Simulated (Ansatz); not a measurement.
# Elastic response of random rock-salt alloy of LiF and LiH (64 atoms), part 2 of 3

How stiff is random rock-salt alloy of LiF and LiH (64 atoms), and how do its levels respond to strain?

Ansatz 0.2.0; Kohn-Sham DFT, PBE, PAW (set soft_2), plane waves.

The cell: 32 Li, 24 H and 8 F. Sampling is at Γ alone.

So far. Step 2 (Single point at the start): The r.m.s. force at the start is 0.076 eV/Å. Step 3 (Cell and atoms relaxed): The relaxation converged after 3 steps, with a largest force component of 0.017 eV/Å.

**4. Single point at the relaxed geometry**

One more single point at the end of the walk gives the fuller output and checks the residual forces.

Contents of input.yaml:

```yaml
crystal:
  lattice:
    - [8.11635, 5.0e-05, 0.00038]
    - [5.0e-05, 8.08325, -0.00208]
    - [0.00038, -0.00208, 8.13051]
  atoms:
    - { symbol: Li, position: [0.0003, 0.99975, 0.99946] }
    - { symbol: H, position: [0.2497, 0.99958, 0.99953] }
    - { symbol: Li, position: [0.99984, 0.24899, 0.25003] }
    - { symbol: F, position: [0.2493, 0.24953, 0.24904] }
    - { symbol: Li, position: [0.24999, 0.99959, 0.24896] }
    - { symbol: H, position: [0.99978, 0.99934, 0.24846] }
    [... 52 atom lines left out ...]
    - { symbol: Li, position: [0.49934, 0.75029, 0.74944] }
    - { symbol: F, position: [0.74804, 0.75092, 0.75041] }
    - { symbol: Li, position: [0.74862, 0.50007, 0.75034] }
    - { symbol: H, position: [0.50029, 0.49839, 0.75049] }
    - { symbol: Li, position: [0.74935, 0.74953, 0.50028] }
    - { symbol: H, position: [0.49945, 0.74978, 0.49829] }
kpoints:
  mp_grid: { grid: [1, 1, 1] }
hamiltonian:
  xc: pbe
scf:
  occupations: { method: fixed }
output:
  forces: true
  stress: true
  populations: true
  dos:
    method: { smearing: { sigma: 0.08 } }
    de: 0.1
    projected: { site_lists: { F: [F], H: [H], Li: [Li] } }
  eigenvalues: true
  write_density: true
  write_potential: true
  volumetric_format: npy
```

The run is started by

```sh
$ ansatz run input.yaml --threads 4 --pin off --max-ram 8192MiB --backend cpu --events-out ev --progress --plain --runs-dir out
```

Numbers of over 12 decimals in the logs are rounded to 6 here.

What it wrote:

```text
[...]
Crystal: 64 atoms, lattice volume = 533.414 Å³
Basis set: ecut = 420 eV, 10419 PW (Γ), exchange–correlation on 120×120×120 points (8 copies of the dense FFT grid, shifted against one another)
Bands: 152, of which v1, the nominal top of the filled ones, is band 88 counted from 1 (87 counted from 0)
Symmetry: 1 space group operations
[...]
k-points: 1
[...]
SCF iter   1: F=—  HF=-13441.065568 eV  |F-HF|=—  |Δ(HF+E_count)|=         —  Δρ=2.35e-3  dr2=3.80e-2  ethr=1.77e-3  ⟨swp⟩=5.0  Hψ=520  notcnv=0  defer=62
[...]
SCF iter   7: F=-13441.062270 eV  HF=-13441.062270 eV  |F-HF|=7.92e-9  |Δ(HF+E_count)|=   4.78e-7  Δρ=2.22e-6  dr2=1.74e-8  ethr=5.68e-11  ⟨swp⟩=24.0  Hψ=1536  notcnv=0
SCF 1 converged in 7 iterations: F = -13441.062270 eV  dr2 = 1.74e-8
[...]
SCF converged after 7 iterations
Free energy (F): -13441.062270 eV
[...]
Internal energy: -13441.062270 eV  (E = F + TS)
E sigma→0 (E₀):  -13441.062270 eV
Fermi energy:    1.521956 eV
[...]
--- Forces (eV/Å), atoms counted from 1 ---
  atom   1  Li    -0.01053230     0.00224213    -0.00363536
  atom   2  H     -0.00224931     0.00137232    -0.00801946
  atom   3  Li    -0.00072984    -0.00754548    -0.00255660
  atom   4  F      0.00249121     0.01096089     0.00591008
  atom   5  Li     0.00412456    -0.00606289     0.00463351
  atom   6  H      0.00648217     0.00887268    -0.00732976
  atom   7  Li    -0.01419610    -0.00512706     0.00088218
  atom   8  H      0.00425402     0.00567459    -0.00078205
  atom   9  Li    -0.00017027     0.00518427     0.00025583
  atom  10  H      0.00511301    -0.00097358     0.00174019
  atom  11  Li     0.00367463    -0.01120264     0.00678636
  atom  12  H     -0.00084580     0.01157495    -0.00799405
  atom  13  Li     0.00946171     0.00034490    -0.00166247
  atom  14  H      0.00696979    -0.00455998     0.00782468
[...]
atom  63  Li    -0.01294924     0.00540887    -0.01146957
  atom  64  H      0.00587503     0.00152579    -0.00834898
  max |Σ_I F_I| component: 2.04e-4 eV/Å
--- Stress (GPa, compression-positive) ---
       -0.012995       0.004337      -0.000251
        0.004337      -0.006875      -0.021193
       -0.000251      -0.021193      -0.022848
  P = ⅓ Tr σ = -0.0142 GPa (-0.142 kbar)
--- Band table (eV) ---
[...]
--- Löwdin populations: 64 sites ---
  site symbol       q [e]
     0     Li      2.3881
     1      H      1.5693
     2     Li      2.2994
[...]
63      H      1.5750
  spilling = 0.008259 (of n_electrons = 176.000000)
```

Run time: 3.4 s. Hardware: 4 threads of Arm Neoverse V1, shared host; peak memory 0.57 GiB.

Numbers from this run:

| Item | Value |
| --- | --- |
| free energy | -13441.0623 eV |
| free energy per atom | -210.0166 eV/atom |
| SCF cycles | 7 |
| pressure | -0.01424 GPa |
| r.m.s. force component | 0.00607 eV/Å |
| longest force | 0.02639 eV/Å |
| Fermi energy | 1.522 eV |
| gap (highest filled to lowest empty level) | 4.103 eV |
| spilling of the projection | 0.008259 |

Löwdin charges by element (they lack the spilled electrons, 0.023 e an atom on average):

```
element  coordination  atoms  mean charge (e)  spread   least    most
      F           all      8           -0.744  0.0016  -0.747  -0.743
      H           all     24           -0.573  0.0077  -0.586  -0.559
     Li           all     32            0.661  0.0297   0.611   0.721
```

Charge against the make-up of the first shell:

```
F neighbours of Li  atoms  mean charge (e)
                 0      4            0.612
                 1     14            0.647
                 2      8            0.678
                 3      6            0.706
```

States in the cell by windows of 1 eV, zero at the Fermi level; the larger projections on atomic orbitals stand beside the total:

```
from (eV)  to (eV)  total   F p   H s  Li s
      -14       -6    0.0   0.0   0.0   0.0
       -6       -5   26.6  22.7   1.4   2.2
       -5       -4   23.4  20.4   1.1   1.6
       -4       -3    3.7   0.6   1.8   1.2
       -3       -2   21.8   2.0  15.6   3.7
       -2       -1   10.1   0.8   7.9   1.2
       -1        0    8.8   0.0   8.1   0.4
        0        1    1.5   0.0   1.4   0.1
        1        4    0.0   0.0   0.0   0.0
        4        5    6.1   0.1   0.1   0.5
```

The curve was stored every 0.100 eV, coarse against its broadening of 0.08 eV, so these counts are rough.

With fixed occupations the program's Fermi level is the highest filled level; weight inside the gap is the broadening of levels at its edges.

Between -26 and -14 eV lie 16 more states.

The stored curve holds about 112 of the 176 electrons; the rest, give or take the few that broadening carries across the Fermi level, lie in deeper levels below its range.

The levels nearest the highest filled one (over half full), pooled over k-points and spins:

```
level less the highest filled one (eV)  occupation
                                 -1.09           2
                                -0.751           2
                                -0.473           2
                                -0.261           2
                                -0.136           2
                                     0           2
                                  4.10           0
                                  4.18           0
                                  4.32           0
                                  5.07           0
                                  5.10           0
                                  5.20           0
```

Electrostatic potential energy in the ac plane at fractional y = 0.248, with atoms of Li and F and H within 0.2 Å of it. With pseudopotentials it is smooth inside the atoms' cores, unlike the true potential.

Ten even steps from '_' (-39 eV) to '@' (5 eV), each cell a mean:
```
--%%@@@@**----**@@@@--____**@@%%==::==%%@@@@**
@@@@@@@@%%####%%@@@@%%++**@@@@@@##**##@@@@@@@@
@@@@@@@@@@@@@@@@@@@@@@@@@@@@@@@@@@@@@@@@@@@@@@
##%%@@@@@@@@@@@@@@@@%%##%%@@@@@@@@@@@@@@@@@@%%
--**%%@@@@**##@@@@%%++--==##@@@@%%++%%@@@@##==
..==%%@@%%..::%%@@%%==..::**@@@@**__++@@@@**::
--**%%@@@@****@@@@@@**--==##@@@@%%++%%@@@@##==
##%%@@@@@@@@@@@@@@@@%%##%%@@@@@@@@@@@@@@@@@@%%
@@@@@@@@@@@@@@@@@@@@@@@@@@@@@@@@@@@@@@@@@@@@@@
++%%@@@@%%****%%@@@@@@@@@@@@@@@@##**##@@@@@@**
__::%%@@**::--**@@@@%%--++@@@@%%==::==%%@@**__
__::%%@@++....++@@@@##..==@@@@##--..--##@@++__
..++@@@@##====##@@@@@@%%%%@@@@%%++==++%%@@%%--
%%@@@@@@@@%%%%@@@@@@@@@@@@@@@@@@%%%%%%@@@@@@@@
%%@@@@@@@@@@@@@@@@@@@@@@@@@@@@@@@@@@@@@@@@@@@@
++##@@@@%%----##@@@@##++**%%@@@@++--++@@@@%%**
..==%%@@==____--@@%%==::--**@@##..__..##@@##--
..==%%@@==____--@@%%==..::**@@##..____##@@##--
++##@@@@%%====%%@@@@##++**%%@@@@++--++@@@@%%**
@@@@@@@@@@@@@@@@@@@@@@@@@@@@@@@@@@@@@@@@@@@@@@
@@@@@@@@@@%%%%@@@@@@@@%%%%@@@@@@%%%%%%@@@@@@@@
##@@@@@@##====##@@@@++::--%%@@%%++==++%%@@@@%%
..##@@@@++....++%%%%..____++@@##--..--##@@@@==
```
Columns run along a (8.1 Å; values clipped at the 3rd and 97th percentile), rows up along c (8.1 Å). Atoms in or near the plane, at fractional coordinates: Li at (0.00, 0.25), F at (0.25, 0.25), Li at (0.25, 0.00), H at (0.00, 0.00), Li at (0.00, 0.75), H at (0.25, 0.75), Li at (0.25, 0.50), F at (0.00, 0.50), Li at (0.50, 0.25), F at (0.75, 0.25), Li at (0.75, 0.00), F at (0.50, 0.00), Li at (0.50, 0.75), H at (0.75, 0.75) and more.

Valence density in the ac plane at fractional y = 0.248, with atoms of Li and F and H within 0.2 Å of it. It is the smooth field of the valence electrons, not physical close to the nuclei.

Ten steps, logarithmic in the rise over the least value, from '_' (0 e/Å³) to '@' (11 e/Å³), each cell a mean:
```
==--..__--####--..--##@@%%++::..++##**..__::==
::::______::::____::==**++--..__..--..____..::
..__________________..::::..__________________
..______..::::..______::..______..::..______..
##==__..::==--::..__==##**..__..--==--..__..**
@@**....--++++--..__**%%%%--__::==++==::__--%%
##==__..::====::..__==****..__..--==--..__..**
::______..::::..______....______..::..______..
::..__________________..__________________..::
**==::____::::______::::::..____..--..__..--++
@@##==..--####==__..--====::__..**%%**..::++%%
@@%%==..==%%%%==__..--++==::....##%%##::::**@@
%%**--__..++++::__..::----..____==**==__..==##
==--..____....______......________..______::--
..______::----::______________..::--::..____..
++::__::==####++::__::==--__..--**##**--..__==
%%++..--**@@@@##--..++%%##::..++%%@@%%++..::##
%%++..--**@@@@##--..++%%##::..++%%@@%%++::::##
==..__::==****==::__::==--__..--**##**--..__--
________::----::______....____..::--::..______
....______....____..--====::______....______..
--::..__..++++::__--**%%##==..__==**==____..--
++--..__==%%%%++..==%%@@@@**::::##@@##....::==
```
Columns run along a (8.1 Å), rows up along c (8.1 Å). Atoms in or near the plane, at fractional coordinates: Li at (0.00, 0.25), F at (0.25, 0.25), Li at (0.25, 0.00), H at (0.00, 0.00), Li at (0.00, 0.75), H at (0.25, 0.75), Li at (0.25, 0.50), F at (0.00, 0.50), Li at (0.50, 0.25), F at (0.75, 0.25), Li at (0.75, 0.00), F at (0.50, 0.00), Li at (0.50, 0.75), H at (0.75, 0.75) and more.

Between filled and empty levels lie 4.10 eV at Γ alone; the mesh holds the band edges only if they fold onto it, so the gap at this level can be narrower or closed, while semilocal functionals tend to narrow gaps against experiment. Mean Löwdin charges: F -0.74, H -0.57, Li +0.66 e (they miss 0.83 % of the electrons, so they add up to more than the cell's charge). The charge on Li changes by +0.031 e for each F neighbour that takes the place of another kind, on average.

**5. Volume -3 %**

The relaxed cell is scaled evenly and the atoms are relaxed again; the stress at the end gives one point of P(V).

input.yaml, the sections that differ from step 4:

```yaml
crystal:
  lattice:
    - [8.03436, 5.0e-05, 0.00038]
    - [5.0e-05, 8.0016, -0.00206]
    - [0.00038, -0.00206, 8.04838]
  atoms:
    [... the 64 atom lines of step 4 ...]
output:
  forces: true
  eigenvalues: true
  stress: true
relax:
  f_tol: 0.05
  max_steps: 70
# kpoints, hamiltonian, scf: as in step 4
```

What it wrote:

```text
Warning: output.stress: scf.convergence.dr2_threshold = 1e-7 eV (the SCF's general default) is looser than the 6.4e-9 eV advised for a printed stress (1e-10 eV for each atom of the cell: 64). What an SCF threshold leaves in a stress goes as its square root, and in the free energy as the threshold itself, and one threshold admits the most on a small cell: [...]
[...]
Crystal: 64 atoms, lattice volume = 517.412 Å³
Basis set: ecut = 420 eV, 10075 PW (Γ), exchange–correlation on 108×108×108 points (8 copies of the dense FFT grid, shifted against one another)
Bands: 152, of which v1, the nominal top of the filled ones, is band 88 counted from 1 (87 counted from 0)
Symmetry: 1 space group operations
[...]
k-points: 1
[...]
SCF iter   1: F=—  HF=-13441.002262 eV  |F-HF|=—  |Δ(HF+E_count)|=         —  Δρ=2.56e-3  dr2=4.26e-2  ethr=1.77e-3  ⟨swp⟩=5.0  Hψ=520  notcnv=0  defer=62
[...]
SCF iter   5: F=-13440.993484 eV  HF=-13440.993487 eV  |F-HF|=3.27e-6  |Δ(HF+E_count)|=   6.91e-5  Δρ=4.04e-5  dr2=4.79e-6  ethr=4.42e-8  ⟨swp⟩=2.0  Hψ=149  notcnv=0  defer=62
SCF iter   6: F=-13440.993486 eV  HF=-13440.993486 eV  |F-HF|=2.51e-8  |Δ(HF+E_count)|=   6.55e-7  Δρ=1.11e-5  dr2=3.38e-7  ethr=2.72e-9  ⟨swp⟩=16.0  Hψ=1276  notcnv=0
SCF 1 converged in 6 iterations: F = -13440.993486 eV  dr2 = 3.38e-7
[...]
relax step   1: F+E_penalty+E_count = -13440.99348637 eV  Δ(F+E_penalty+E_count) = +0.000e0 eV  max|allowed force component| = 3.859e-2 eV/Å  Δτ_max = 0.0000 Å  (6 SCF iters, dr2 threshold 6.25e-5 eV, accepted)
[...]
SCF iter   4: F=-13440.993486 eV  HF=-13440.993486 eV  |F-HF|=2.28e-8  |Δ(HF+E_count)|=   1.56e-7  Δρ=3.80e-6  dr2=5.12e-8  ethr=5.68e-11  ⟨swp⟩=4.0  Hψ=479  notcnv=0
SCF 2 converged in 4 iterations: F = -13440.993486 eV  dr2 = 5.12e-8
relax step   2: F+E_penalty+E_count = -13440.99348649 eV  Δ(F+E_penalty+E_count) = -1.180e-7 eV  max|allowed force component| = 3.857e-2 eV/Å  Δτ_max = 0.0000 Å  (4 SCF iters, accepted)
SCF converged after 4 iterations
Free energy (F): -13440.993486 eV
[...]
Internal energy: -13440.993486 eV  (E = F + TS)
E sigma→0 (E₀):  -13440.993486 eV
Fermi energy:    1.714547 eV
[...]
Σ components = -13440.993486   (vs F -13440.993486, Δ=0.00e0)
--- Forces (eV/Å), atoms counted from 1 ---
  atom   1  Li    -0.01142576     0.00250367    -0.00324529
  atom   2  H     -0.00300125     0.00112605    -0.00863516
  atom   3  Li    -0.00159808    -0.00709763    -0.02385346
  atom   4  F      0.00344399     0.01169415     0.00616080
[...]
atom  64  H      0.00581384     0.00240333    -0.00949139
  max |Σ_I F_I| component: 4.61e-4 eV/Å
--- Stress (GPa, compression-positive) ---
        1.350738       0.004590      -0.000108
        0.004590       1.374634      -0.023410
       -0.000108      -0.023410       1.329435
  P = ⅓ Tr σ = 1.3516 GPa (13.516 kbar)
--- Band table (eV) ---
[...]
--- Relaxed structure (2 steps of the walk, 2 accepted, 0 SCFs on fresh bases) ---
  F+E_penalty+E_count = -13440.99348649 eV   max|allowed force component| = 3.857e-2 eV/Å
  atoms:
    - { symbol: Li, position: [0.0003, 0.999750, 0.99946] }
    - { symbol: H, position: [0.2497, 0.999580, 0.99953] }
    - { symbol: Li, position: [0.999840, 0.248990, 0.25003] }
    - { symbol: F, position: [0.249300, 0.249530, 0.249040] }
[...]
- { symbol: H, position: [0.499450, 0.74978, 0.498290] }
```

It took 4.8 s on 4 threads; peak memory 0.55 GiB.

The program notes that the SCF threshold is loose for the stress.

The relaxation converged after 2 steps, 0 eV below its start, with a largest force component of 0.039 eV/Å.

Volume -3 %: the energy stands 0.0688 eV above that of the reference, at a pressure of 1.35 GPa.

**6. Volume +3 %**

The relaxed cell is scaled to another volume.

Input and log are left out; they have the form of those shown for this kind of step.

Wall time 5 s (4 threads of Arm Neoverse V1, shared host); peak memory 0.59 GiB; 18 s of CPU time.

The relaxation converged after 2 steps, 0 eV below its start, with a largest force component of 0.025 eV/Å.

Volume +3 %: the energy stands 0.0556 eV above that of the reference, at a pressure of -1.21 GPa.

**7. Volume -6 %**

The relaxed cell is scaled to another volume.

Input and log are left out; they have the form of those shown for this kind of step.

The job ended after 5.2 s (4 threads of Arm Neoverse V1, shared host; peak memory 0.55 GiB; 19 s of CPU time).

The relaxation converged after 2 steps, 0.00606 eV below its start, with a largest force component of 0.038 eV/Å.

Volume -6 %: the energy stands 0.271 eV above that of the reference, at a pressure of 2.90 GPa.

**8. Volume +6 %**

The relaxed cell is scaled to another volume.

input.yaml, the sections that differ from step 5:

```yaml
crystal:
  lattice:
    - [8.27553, 5.0e-05, 0.00039]
    - [5.0e-05, 8.24179, -0.00212]
    - [0.00039, -0.00212, 8.28997]
  atoms:
    [... the 64 atom lines of step 4 ...]
# kpoints, hamiltonian, scf, output, relax: as in step 5
```

What it wrote:

```text
[...]
Crystal: 64 atoms, lattice volume = 565.419 Å³
Basis set: ecut = 420 eV, 11067 PW (Γ), exchange–correlation on 120×120×120 points (8 copies of the dense FFT grid, shifted against one another)
Bands: 152, of which v1, the nominal top of the filled ones, is band 88 counted from 1 (87 counted from 0)
Symmetry: 1 space group operations
[...]
k-points: 1
[...]
SCF iter   1: F=—  HF=-13440.831399 eV  |F-HF|=—  |Δ(HF+E_count)|=         —  Δρ=1.94e-3  dr2=2.85e-2  ethr=1.77e-3  ⟨swp⟩=5.0  Hψ=519  notcnv=0  defer=62
[...]
SCF iter   5: F=-13440.830155 eV  HF=-13440.830156 eV  |F-HF|=9.85e-7  |Δ(HF+E_count)|=   5.46e-5  Δρ=2.60e-5  dr2=2.28e-6  ethr=3.80e-8  ⟨swp⟩=2.0  Hψ=149  notcnv=0  defer=62
SCF iter   6: F=-13440.830156 eV  HF=-13440.830156 eV  |F-HF|=2.22e-7  |Δ(HF+E_count)|=   1.71e-7  Δρ=1.15e-5  dr2=4.22e-7  ethr=1.30e-9  ⟨swp⟩=16.0  Hψ=1238  notcnv=0
SCF 1 converged in 6 iterations: F = -13440.830156 eV  dr2 = 4.22e-7
[...]
relax step   1: F+E_penalty+E_count = -13440.83015557 eV  Δ(F+E_penalty+E_count) = +0.000e0 eV  max|allowed force component| = 4.195e-2 eV/Å  Δτ_max = 0.0000 Å  (6 SCF iters, dr2 threshold 6.25e-5 eV, accepted)
[...]
SCF iter   3: F=-13440.830156 eV  HF=-13440.830156 eV  |F-HF|=1.04e-7  |Δ(HF+E_count)|=   8.58e-8  Δρ=5.14e-6  dr2=9.40e-8  ethr=5.68e-11  ⟨swp⟩=4.0  Hψ=479  notcnv=0
SCF 2 converged in 3 iterations: F = -13440.830156 eV  dr2 = 9.40e-8
relax step   2: F+E_penalty+E_count = -13440.83015576 eV  Δ(F+E_penalty+E_count) = -1.897e-7 eV  max|allowed force component| = 4.196e-2 eV/Å  Δτ_max = 0.0000 Å  (3 SCF iters, accepted)
SCF converged after 3 iterations
Free energy (F): -13440.830156 eV
[...]
Internal energy: -13440.830156 eV  (E = F + TS)
E sigma→0 (E₀):  -13440.830156 eV
Fermi energy:    1.170841 eV
[...]
Σ components = -13440.830156   (vs F -13440.830156, Δ=0.00e0)
--- Forces (eV/Å), atoms counted from 1 ---
  atom   1  Li    -0.00892216     0.00181520    -0.00433389
  atom   2  H     -0.00088910     0.00176006    -0.00693224
  atom   3  Li     0.00077973    -0.00834326     0.03271875
  atom   4  F      0.00095731     0.00964029     0.00536595
[...]
atom  64  H      0.00595821     0.00008488    -0.00623879
  max |Σ_I F_I| component: 6.14e-5 eV/Å
--- Stress (GPa, compression-positive) ---
       -2.236462       0.003871      -0.000601
        0.003871      -2.259484      -0.017053
       -0.000601      -0.017053      -2.229009
  P = ⅓ Tr σ = -2.2417 GPa (-22.417 kbar)
--- Band table (eV) ---
[...]
--- Relaxed structure (2 steps of the walk, 2 accepted, 0 SCFs on fresh bases) ---
  F+E_penalty+E_count = -13440.83015576 eV   max|allowed force component| = 4.196e-2 eV/Å
  atoms:
    - { symbol: Li, position: [0.0003, 0.999750, 0.99946] }
    - { symbol: H, position: [0.2497, 0.99958, 0.99953] }
    - { symbol: Li, position: [0.999840, 0.248990, 0.25003] }
    - { symbol: F, position: [0.2493, 0.249530, 0.24904] }
[...]
- { symbol: H, position: [0.499450, 0.749780, 0.49829] }
```

Run time: 5.2 s. Hardware: 4 threads; peak memory 0.6 GiB.

The relaxation converged after 2 steps, 0 eV below its start, with a largest force component of 0.042 eV/Å.

Volume +6 %: the energy stands 0.232 eV above that of the reference, at a pressure of -2.24 GPa.

**9. Volume -10 %**

The relaxed cell is scaled to another volume.

Input and log are left out; they have the form of those shown for this kind of step.

It took 7.7 s on 4 threads of Arm Neoverse V1, shared host; peak memory 0.55 GiB; 27 s of CPU time.

The relaxation converged after 3 steps, 0.0213 eV below its start, with a largest force component of 0.022 eV/Å.

Volume -10 %: the energy stands 0.808 eV above that of the reference, at a pressure of 5.28 GPa.

(Part 2 of 3 ends here.)

[Logs are printed without paths, hosts, clocks, repeated set-up lines and the standing remarks that a program may print on its own settings, such as how far it seeks lower states.]

[Hosts, paths, dates, database ids (printed as entryN), source tags and the programs' standing remarks are cut or masked in the printed files.]
